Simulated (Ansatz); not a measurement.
# C(111) slab, H on the bottom face (80 atoms): geometry optimisation

How does C(111) slab, H on the bottom face (80 atoms) relax, and what do bonds, charges and levels look like afterwards?

Calculated with Ansatz 0.2.0; Kohn-Sham DFT, LDA, PAW (set soft_2), plane waves.

Report form: the programs' logs are mostly left out.

## Step 1: The starting structure

The cell holds 80 atoms: 64 C and 16 H. Its edges and angles: a = 10.089 Å, b = 10.089 Å, c = 13.664 Å, α = 90.0°, β = 90.0°, γ = 120.0°. It derives from C (diamond-structure). Diamond-structure C (a = 3.567 Å), (111) slab of 4 atomic planes, 4 x 4 surface cells, H on the broken bonds of the bottom face, 10 Å of vacuum; displaced by a Gaussian of 0.02 Å. Regions: slab, 64 atoms (64 C); hydrogen, 16 atoms (16 H). Vacuum lies along c.

Before any run, some limits are plain. The main run has no spin polarisation, so any moments at edges, vacancies or dangling bonds can't form in it.

## Step 2: Single point at the start

The forces at the start show how far the geometry lies from a minimum of this functional.

Input file input.yaml:

```yaml
crystal:
  lattice:
    - [10.089, 0.0, 0.0]
    - [-5.0445, 8.73733, 0.0]
    - [0.0, 0.0, 13.66426]
  atoms:
    - { symbol: C, position: [0.33637, 0.91712, 0.48357] }
    - { symbol: C, position: [0.25108, 0.00238, 0.44247] }
    - { symbol: C, position: [0.1632, 0.83218, 0.63608] }
    - { symbol: C, position: [0.3326, 0.91378, 0.59663] }
    - { symbol: C, position: [0.33818, 0.67236, 0.48337] }
    - { symbol: C, position: [0.25147, 0.74767, 0.4433] }
    - { symbol: C, position: [0.16486, 0.58204, 0.63655] }
    - { symbol: C, position: [0.33788, 0.67413, 0.59788] }
[... 68 atom lines left out ...]
    - { symbol: H, position: [0.99639, 0.74903, 0.36516] }
    - { symbol: H, position: [0.74855, 0.25138, 0.36686] }
    - { symbol: H, position: [0.00342, 0.50247, 0.36537] }
    - { symbol: H, position: [0.9997, 0.25063, 0.3641] }
kpoints:
  mp_grid: { grid: [2, 2, 1] }
hamiltonian:
  xc: lda
scf:
  occupations: { method: fermi_dirac, width: 0.025 }
output:
  forces: true
  populations: true
  dos:
    method: { smearing: { sigma: 0.15 } }
    de: 0.1
    projected:
      site_lists:
        C: [C]
        H: [H]
        slab: [0, 1, 2, 3, 4, 5, 6, 7, 8, 9, 10, 11, 12, 13, 14, 15, 16, 17, 18, 19, 20, 21, 22, 23, 24, 25, 26, 27, 28, 29, 30, 31, 32, 33, 34, 35, 36, 37, 38, 39, 40, 41, 42, 43, 44, 45, 46, 47, 48, 49, 50, 51, 52, 53, 54, 55, 56, 57, 58, 59, 60, 61, 62, 63]
        hydrogen: [64, 65, 66, 67, 68, 69, 70, 71, 72, 73, 74, 75, 76, 77, 78, 79]
  eigenvalues: true
```

Run with:

```sh
$ ansatz run input.yaml --threads 4 --pin off --max-ram 8192MiB --backend cpu --events-out ev --progress --plain --runs-dir out
```

Run time: 59 s. Hardware: 4 threads of Arm Neoverse V1, shared host; peak memory 4.7 GiB.

Numbers from this run:

```yaml
free_energy: -15758.0993 eV
free_energy_per_atom: -196.9762 eV/atom
scf_cycles: 19
r_m_s_force_component: 1.938 eV/Å
longest_force: 5.874 eV/Å
fermi_energy: 1.041 eV
levels_partly_filled_by_over_2_per_cent: 44
spilling_of_the_projection: 0.00646
```

The r.m.s. force component of 1.9 eV/Å sets the starting point.

Neighbours are counted within 1.85 Å (C-C), 1.34 Å (C-H).

Length of the force by element and coordination:

```tsv
element	coordination	atoms	mean length of the force (eV/Å)	spread	least	most
C	all	64	3.38	1.52	0.568	5.87
C	3	16	4.51	0.247	4.03	4.96
C	4	48	3.00	1.58	0.568	5.87
H	all	16	0.853	0.800	0.196	2.71
```

## Step 3: Relaxation

The atoms are relaxed in the fixed cell, aiming at the force tolerance of the input.

input.yaml, the sections that differ from step 2:

```yaml
output:
  forces: true
relax:
  f_tol: 0.03
  max_steps: 115
  constraints:
    - { sites: [0, 1, 4, 5, 8, 9, 12, 13, 16, 17, 20, 21, 24, 25, 28, 29, 32, 33, 36, 37, 40, 41, 44, 45, 48, 49, 52, 53, 56, 57, 60, 61, 64, 65, 66, 67, 68, 69, 70, 71, 72, 73, 74, 75, 76, 77, 78, 79], fix: xyz }
# crystal, kpoints, hamiltonian, scf: as in step 2
```

Wall time 2.1 min (4 threads); peak memory 4.6 GiB; 8 min of CPU time.

The steps of the relaxation:

```tsv
step	energy less that of the first step (eV)	largest force component, free atoms (eV/Å)
1	0.0000	5.8135
2	-7.8853	3.2765
3	-10.0795	0.8902
4	-10.2359	0.7543
5	-10.2934	0.0448
6	-10.2940	0.0232
```

The atoms that moved most (Å):

```tsv
atom	dx	dy	dz	length
C55	0.046	0.022	-0.183	0.190
C31	0.047	0.009	-0.184	0.190
C19	0.010	0.004	-0.189	0.189
C3	0.044	0.013	-0.181	0.187
C15	0.019	0.019	-0.182	0.184
C7	0.027	0.015	-0.182	0.184
C27	-0.006	0.016	-0.179	0.180
C39	0.044	0.008	-0.171	0.177
```

The relaxation changed the energy by -129 meV/atom, and atoms moved by 0.091 Å r.m.s., 0.19 Å at most.

## Step 4: Distances and neighbours after relaxation

Bonds before and after, by the cutoffs listed below:

```tsv
pair	bonds before	bonds after	mean before (Å)	mean after (Å)	spread before (Å)	spread after (Å)
C-C	112	112	1.546	1.530	0.030	0.058
C-H	16	16	1.095	1.095	0.029	0.029
```

Normalised to the volume that the atoms fill. g(r), total and by pair (bins of 0.2 Å):

```tsv
r (Å)	total	C-C	C-H	H-H
1.00	0.38	0.00	1.19	0.00
1.20	0.43	0.00	1.35	0.00
1.40	1.40	2.19	0.00	0.00
1.60	1.53	2.39	0.00	0.00
1.80	0.00	0.00	0.00	0.00
2.00	0.01	0.00	0.04	0.00
2.20	0.61	0.00	1.91	0.00
2.40	0.81	1.09	0.00	2.73
2.60	2.46	3.25	0.08	8.75
2.80	1.12	0.58	2.34	0.00
3.00	1.32	2.06	0.00	0.00
3.20	0.06	0.00	0.18	0.00
3.40	0.42	0.34	0.65	0.00
3.60	0.48	0.39	0.72	0.00
3.80	1.08	1.37	0.63	0.00
4.00	0.11	0.16	0.01	0.00
4.20	0.52	0.29	1.04	0.08
4.40	1.49	1.63	0.92	3.75
4.60	0.82	0.83	0.90	0.00
4.80	0.02	0.03	0.00	0.00
5.00	0.80	0.70	0.73	2.82
5.20	0.92	0.76	1.35	0.06
5.40	0.28	0.24	0.39	0.00
5.60	0.42	0.54	0.22	0.00
5.80	0.37	0.57	0.00	0.00
6.00	0.09	0.01	0.25	0.00
6.20	0.38	0.29	0.62	0.00
6.40	0.44	0.51	0.36	0.00
```

Bonds by pair of elements; cutoffs follow the first minimum of g(r), held within bounds set by covalent radii, and pairs that aren't listed don't count as bonded:

```tsv
pair A-B	cutoff (Å)	bonds	mean length (Å)	spread (Å)	shortest (Å)	B about A	A about B
C-C	1.85	112	1.53	0.058	1.47	3.5	3.5
C-H	1.34	16	1.09	0.029	1.03	0.25	1
```

How many atoms have how many bonded neighbours:

```tsv
element	mean	1	3	4
C	3.75	0	16	48
H	1	16	0	0
```

Bond angles (no mean is given where the spread exceeds 20°):

```tsv
angle	count	mean (°)	spread (°)
C-C-C	288	110	5.8
C-C-H	48	109	2.2
```

Bond length by coordination (bonds to H left out):

```tsv
element	coordination	atoms	mean bond length (Å)
C	3	16	1.48
C	4	48	1.54
```

With the cutoffs above, 75 % of C atoms have 4 and all H atoms have 1 bonded neighbour. The C-C-C angle averages 110° with a spread of 6°.

## Step 5: Single point at the relaxed geometry

One more single point at the end of the walk gives the fuller output and checks the residual forces.

Input file input.yaml:

```yaml
crystal:
  lattice:
    - [10.089, 0.0, 0.0]
    - [-5.0445, 8.73733, 0.0]
    - [0.0, 0.0, 13.66426]
  atoms:
    - { symbol: C, position: [0.33637, 0.91712, 0.48357] }
    - { symbol: C, position: [0.25108, 0.00238, 0.44247] }
    - { symbol: C, position: [0.16832, 0.8337, 0.62285] }
    - { symbol: C, position: [0.33476, 0.91693, 0.60142] }
    [... 70 atom lines left out ...]
    - { symbol: H, position: [0.50003, 0.25206, 0.36731] }
    - { symbol: H, position: [0.74783, 0.49803, 0.36529] }
    - { symbol: H, position: [0.99639, 0.74903, 0.36516] }
    - { symbol: H, position: [0.74855, 0.25138, 0.36686] }
    - { symbol: H, position: [0.00342, 0.50247, 0.36537] }
    - { symbol: H, position: [0.9997, 0.25063, 0.3641] }
kpoints:
  mp_grid: { grid: [2, 2, 1] }
hamiltonian:
  xc: lda
scf:
  occupations: { method: fermi_dirac, width: 0.025 }
output:
  forces: true
  populations: true
  dos:
    method: { smearing: { sigma: 0.1 } }
    de: 0.1
    projected:
      site_lists:
        C: [C]
        H: [H]
        slab: [0, 1, 2, 3, 4, 5, 6, 7, 8, 9, 10, 11, 12, 13, 14, 15, 16, 17, 18, 19, 20, 21, 22, 23, 24, 25, 26, 27, 28, 29, 30, 31, 32, 33, 34, 35, 36, 37, 38, 39, 40, 41, 42, 43, 44, 45, 46, 47, 48, 49, 50, 51, 52, 53, 54, 55, 56, 57, 58, 59, 60, 61, 62, 63]
        hydrogen: [64, 65, 66, 67, 68, 69, 70, 71, 72, 73, 74, 75, 76, 77, 78, 79]
  eigenvalues: true
  write_density: true
  write_potential: true
  volumetric_format: npy
```

It took 59 s on 4 threads; peak memory 4.7 GiB.

The program notes that the exchange-correlation potential is rough where the density is thin.

Numbers from this run:

```yaml
free_energy: -15768.3933 eV
free_energy_per_atom: -197.1049 eV/atom
scf_cycles: 13
r_m_s_force_component: 0.9429 eV/Å
longest_force: 5.194 eV/Å
fermi_energy: 1.988 eV
levels_partly_filled_by_over_2_per_cent: 15
spilling_of_the_projection: 0.007086
```

Neighbours are counted within 1.85 Å (C-C), 1.34 Å (C-H), the cutoffs taken from the relaxation.

Length of the force by element and coordination:

```tsv
element	coordination	atoms	mean length of the force (eV/Å)	spread	least	most
C	all	64	1.11	1.34	0.0033	5.19
C	3	16	0.0085	0.0051	0.0033	0.0244
C	4	48	1.48	1.36	0.0061	5.19
H	all	16	0.816	0.761	0.06	2.61
```

Löwdin charges by element and coordination (they lack the spilled electrons, 0.024 e an atom on average):

```tsv
element	coordination	atoms	mean charge (e)	spread	least	most
C	all	64	-0.0159	0.0929	-0.177	0.0943
C	3	16	-0.0295	0.0084	-0.047	-0.0119
C	4	48	-0.0113	0.107	-0.177	0.0943
H	all	16	0.184	0.0111	0.172	0.208
```

By region:

```tsv
region	atoms	mean length of the force (eV/Å)
slab	64	1.11
hydrogen	16	0.816
```

Density of states as counts of states in windows of 1 eV (from the Fermi level), total and the larger projections:

```tsv
from (eV)	to (eV)	total	slab	C p	C s	H s	hydrogen
-18	-17	7.6	7.2	2.5	4.7	0.3	0.3
-17	-16	13.0	12.6	5.2	7.4	0.3	0.3
-16	-15	10.3	9.9	4.1	5.8	0.3	0.3
-15	-14	11.9	11.3	5.2	6.1	0.6	0.6
-14	-13	5.9	5.8	4.1	1.7	0.1	0.1
-13	-12	10.4	10.1	6.5	3.6	0.3	0.3
-12	-11	16.1	15.1	10.2	4.9	0.9	0.9
-11	-10	18.2	16.7	12.6	4.1	1.4	1.4
-10	-9	8.0	7.2	6.0	1.2	0.8	0.8
-9	-8	27.0	25.7	22.7	2.9	1.1	1.1
-8	-7	18.5	17.0	16.0	1.0	1.4	1.4
-7	-6	27.0	25.0	23.4	1.6	1.8	1.8
-6	-5	38.9	35.8	34.6	1.2	2.9	2.9
-5	-4	12.6	12.5	12.2	0.3	0.1	0.1
-4	-3	6.5	6.4	6.2	0.2	0.0	0.0
-3	-2	3.9	3.9	3.9	0.0	0.0	0.0
-2	-1	0.0	0.0	0.0	0.0	0.0	0.0
-1	0	15.2	14.6	13.6	1.0	0.2	0.2
0	1	16.8	14.8	13.7	1.1	1.5	1.5
1	2	0.0	0.0	0.0	0.0	0.0	0.0
2	3	9.4	3.2	2.3	0.8	1.8	1.8
3	4	6.7	1.6	1.0	0.6	1.7	1.7
4	5	19.4	9.2	6.1	3.1	1.4	1.4
```

Between -22 and -18 eV lie 20 more states.

The levels nearest the highest filled one (over half full), pooled over k-points and spins:

```tsv
level less the highest filled one (eV)	occupation
-0.0313	1.74
-0.0197	1.61
-0.0172	1.58
-0.0158	1.56
-0.0071	1.43
0	1.30
0.240	0
0.242	0
0.253	0
0.264	0
0.271	0
0.275	0
```

Planar average of the electrostatic potential energy along the normal, with the Fermi level as zero, after a running mean with a triangular window 4 Å wide at its base:

```tsv
height (Å)	potential energy (eV)
0.0	3.63
0.4	3.49
0.7	3.39
1.1	3.25
1.6	3.10
2.0	2.94
2.3	2.83
2.7	2.62
3.1	2.27
3.4	1.94
3.8	1.19
4.3	-0.23
4.7	-2.48
5.0	-4.22
5.4	-6.72
5.8	-9.01
6.1	-10.29
6.5	-11.64
7.0	-12.11
7.4	-12.01
7.7	-11.82
8.1	-11.12
8.5	-9.31
8.8	-7.44
9.3	-4.33
9.7	-1.31
10.1	1.44
10.4	2.87
10.8	4.04
11.2	4.31
11.5	4.29
12.0	4.19
12.4	4.06
12.8	3.92
13.1	3.82
13.5	3.68
```

Valence density in the ca plane at fractional y = 0.001, with atoms of C and H within 0.2 Å of it. It is the smooth field of the valence electrons, not physical close to the nuclei.

Ten even steps from '0' (0.0 e/Å³) to '9' (2.0 e/Å³), each cell a mean:
```
000000000000014568841001100000000000000
000000000000001124531123421000000000000
000000000000000012332236751000000000000
000000000000000113432125531000000000000
000000000000002357631011210000000000000
000000000000027999841000000000000000000
000000000000015678741001100000000000000
000000000000001124531123321000000000000
000000000000000012332237741000000000000
000000000000000113432135531000000000000
000000000000012347741111210000000000000
000000000000027889841000000000000000000
000000000000014578841001100000000000000
000000000000001124531123321000000000000
000000000000000012332237741000000000000
000000000000000013432135531000000000000
000000000000012356631011210000000000000
000000000000027999841000000000000000000
000000000000025788741001100000000000000
000000000000001235531123321000000000000
000000000000000012332236741000000000000
000000000000000013432135531000000000000
000000000000002346741111210000000000000
000000000000027889851000000000000000000
```
Columns run along c (13.7 Å), rows up along a (10.1 Å). Atoms in or near the plane, at fractional coordinates: C at (0.44, 0.25), C at (0.45, 0.50), C at (0.44, 0.75), C at (0.45, 0.00), H at (0.37, 0.25), H at (0.36, 0.50), H at (0.37, 0.75), H at (0.37, 0.00).

Electrostatic potential energy in the ca plane at fractional y = 0.001, with atoms of C and H within 0.2 Å of it. With pseudopotentials it is smooth inside the atoms' cores, unlike the true potential.

Values in eV, 13 rows by 16 columns, each cell a mean:
```
  6   5   5   5   4  -3 -12 -21  -1   0   2   6   7   6   6   6
  6   5   5   5   4   4   2  -5  -2  -7  -4   6   7   6   6   6
  6   5   5   5   4  -2 -14 -23   0   0   2   6   7   6   6   6
  6   5   5   5   4  -8 -22 -26   0   1   3   6   7   6   6   6
  6   5   5   5   4   3   1  -5  -2  -7  -3   6   7   6   6   6
  6   5   5   5   4   0  -6 -16  -1  -2   1   6   7   6   6   6
  6   5   5   5   4 -12 -24 -32  -1   2   4   6   7   6   6   6
  6   5   5   5   4   3   0  -8  -1  -5  -2   6   7   6   6   6
  6   5   5   5   4   3  -1  -8  -1  -4  -1   6   7   6   6   6
  6   5   5   5   4 -11 -28 -31   0   2   4   6   7   6   6   6
  6   5   5   5   4   1  -7 -14  -1  -2   0   6   7   6   6   6
  6   5   5   5   4   4   1  -6  -2  -6  -3   6   7   6   6   6
  6   5   5   5   4  -7 -20 -29  -2   2   3   6   7   6   6   6
```
Columns run along c (13.7 Å; values clipped at the 3rd and 97th percentile), rows up along a (10.1 Å). Atoms in or near the plane, at fractional coordinates: C at (0.44, 0.25), C at (0.45, 0.50), C at (0.44, 0.75), C at (0.45, 0.00), H at (0.37, 0.25), H at (0.36, 0.50), H at (0.37, 0.75), H at (0.37, 0.00).

Mean Löwdin charges: C -0.02, H +0.18 e (they miss 0.71 % of the electrons, so they add up to more than the cell's charge). Charges this small depend on the projection, at times even in sign. Within 0.4 eV of the Fermi level the largest share is C p (89 % of the projected weight). The potential slopes across the vacuum by 0.34 eV/Å: the slab bears a dipole, and with periodic images along the normal there is no flat vacuum level to read.

A closer look about C21, picked at random: 10 atoms, nearest first, numbered in the order of the input, with positions taken from that point.

```tsv
atom	x	y	z	distance (Å)	bonds	Löwdin charge (e)	Fx	Fy	Fz (eV/Å)
C21	0.00	0.00	0.00	0.00	4	0.09	0.30	0.07	-1.22
C34	-0.01	-1.42	-0.51	1.51	4	-0.15	0.77	-1.84	1.98
C22	-1.23	0.71	-0.53	1.52	4	-0.17	-0.69	0.80	4.52
C38	1.27	0.72	-0.46	1.53	4	-0.15	-0.14	0.89	0.13
C24	0.01	0.00	1.66	1.66	4	0.04	-0.02	0.01	0.00
H74	1.24	0.75	-1.58	2.15	1	0.17	0.16	-0.17	0.35
H70	-1.30	0.71	-1.57	2.16	1	0.20	0.10	0.00	-2.33
H73	-0.01	-1.46	-1.63	2.19	1	0.17	-0.01	0.08	0.38
C63	0.02	1.46	1.90	2.40	3	-0.03	0.00	0.00	0.00
C23	-1.25	-0.73	1.91	2.40	3	-0.04	0.00	0.00	-0.01
```

The column of bonds counts only the pairs C-C within 1.85 Å, C-H within 1.34 Å; other neighbours, such as metal atoms beside each other in a compound, aren't counted, and periodic images can show an atom twice.

## Step 6: Results

```
energy change in the relaxation : -128.7 meV/atom
r.m.s. displacement             : 0.091 Å
largest displacement            : 0.19 Å
free energy per atom            : -197.1049 eV/atom
r.m.s. force component          : 0.9429 eV/Å
wall time of the 3 DFT runs     : 4.1 min
```

What this shows: Relaxation lowers the energy by 129 meV/atom and moves atoms by 0.091 Å r.m.s.; the r.m.s. force component goes from 1.9 to 0.94 eV/Å, held atoms included. By the final cutoffs no bond was broken or made. First to last step the energy falls by 10.294 eV; the largest move, 0.19 Å, is that of C55, with 2 other atoms within 2 % of it. The C-C bonds change most in mean length: from 1.546 Å (spread 0.030) to 1.530 Å (spread 0.058). With the cutoffs above, 75 % of C atoms have 4 and all H atoms have 1 bonded neighbour. Levels near the Fermi energy are neither full nor empty under the smearing, so no gap is quoted.

What to keep in mind: The slab bears a dipole and has periodic images along its normal, so a spurious field crosses the vacuum. 48 atoms were held in place, and force statistics include the forces on them.

[Logs are printed without paths, hosts, clocks, repeated set-up lines and the standing remarks that a program may print on its own settings, such as how far it seeks lower states.]

[Hosts, paths, dates, database ids (printed as entryN), source tags and the programs' standing remarks are cut or masked in the printed files.]
